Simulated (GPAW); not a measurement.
A computed O K-edge spectrum of one site in a crystal of Fe, Nb and O, with its zero at a photon energy of about 524.6 eV (LDA puts this hole about 4 eV below PBE, itself good to a few eV). Method: GPAW, LDA + U, full core hole (charged cell) in a small cell, dipole transitions, broadening that rises with energy.

Energy from the lowest empty level; intensity scaled to a mean of 1 over the first 20 eV:

| E (eV) | intensity |
| --- | --- |
| -2.0 | 0.00 |
| -1.0 | 0.00 |
| 0.0 | 0.01 |
| 1.0 | 0.83 |
| 2.0 | 1.85 |
| 3.0 | 0.56 |
| 4.0 | 0.24 |
| 5.0 | 1.69 |
| 6.0 | 2.02 |
| 7.0 | 0.76 |
| 8.0 | 1.01 |
| 9.0 | 1.30 |
| 10.0 | 1.14 |
| 11.0 | 1.00 |
| 12.0 | 1.20 |
| 13.0 | 1.53 |
| 14.0 | 1.32 |
| 15.0 | 0.81 |
| 16.0 | 0.55 |
| 17.0 | 0.47 |
| 18.0 | 0.57 |
| 19.0 | 0.75 |
| 20.0 | 0.90 |
| 21.0 | 0.96 |
| 22.0 | 0.90 |
| 23.0 | 0.79 |
| 24.0 | 0.70 |
| 25.0 | 0.66 |
| 26.0 | 0.68 |
| 27.0 | 0.74 |
| 28.0 | 0.82 |
| 29.0 | 0.92 |
| 30.0 | 1.00 |
| 31.0 | 1.04 |
| 32.0 | 1.04 |

What surroundings does the absorber have?

A K edge sees empty p states; the first features are O p mixed into the empty d states of the Fe and Nb neighbours, and the broad ones above probably into the cations' higher empty bands. It is atom 5 of NbFeO4 (I-4m2), with 2 Nb at 2.00 Å and 1 Fe at 2.11 Å (distorted T-shaped, site symmetry 2mm). Its main maxima below 24 eV lie at 2.0 eV (1.85), 5.8 eV (2.09), 9.1 eV (1.30), 13.2 eV (1.54) and 21.0 eV (0.96). A near-edge spectrum doesn't fix the structure by itself; it is matched against candidates. The hole lies in one spin channel, while the script sums the empty states of both and takes the lower zero; where the two channels are split, this blurs and shifts the curve. The crystal has 2 inequivalent O sites and not all are shown here, while a measurement adds them all. The spins start ferromagnetically in a simple order, which needn't be the measured one; gap and edge can depend on it. The holes are only 5.5 Å apart, so the shape is probably not converged with cell size; no larger cell was run here. The mesh is coarse (0.43 Å⁻¹ between points), so small maxima may be mesh ripples. The structure is a computed Materials Project entry and may be a hypothetical form.

[Hosts, paths, dates, database ids (printed as entryN), source tags and the programs' standing remarks are cut or masked in the printed files.]

[Lists of maxima count a maximum above −3 eV only where it reaches 4 % of the highest in the window and stands out from its surroundings by 2 % of it (1.5 % where it reaches 55 %); shoulders and weaker maxima are passed over, and of the rest the first, up to two pre-edge ones and the few strongest are named.]
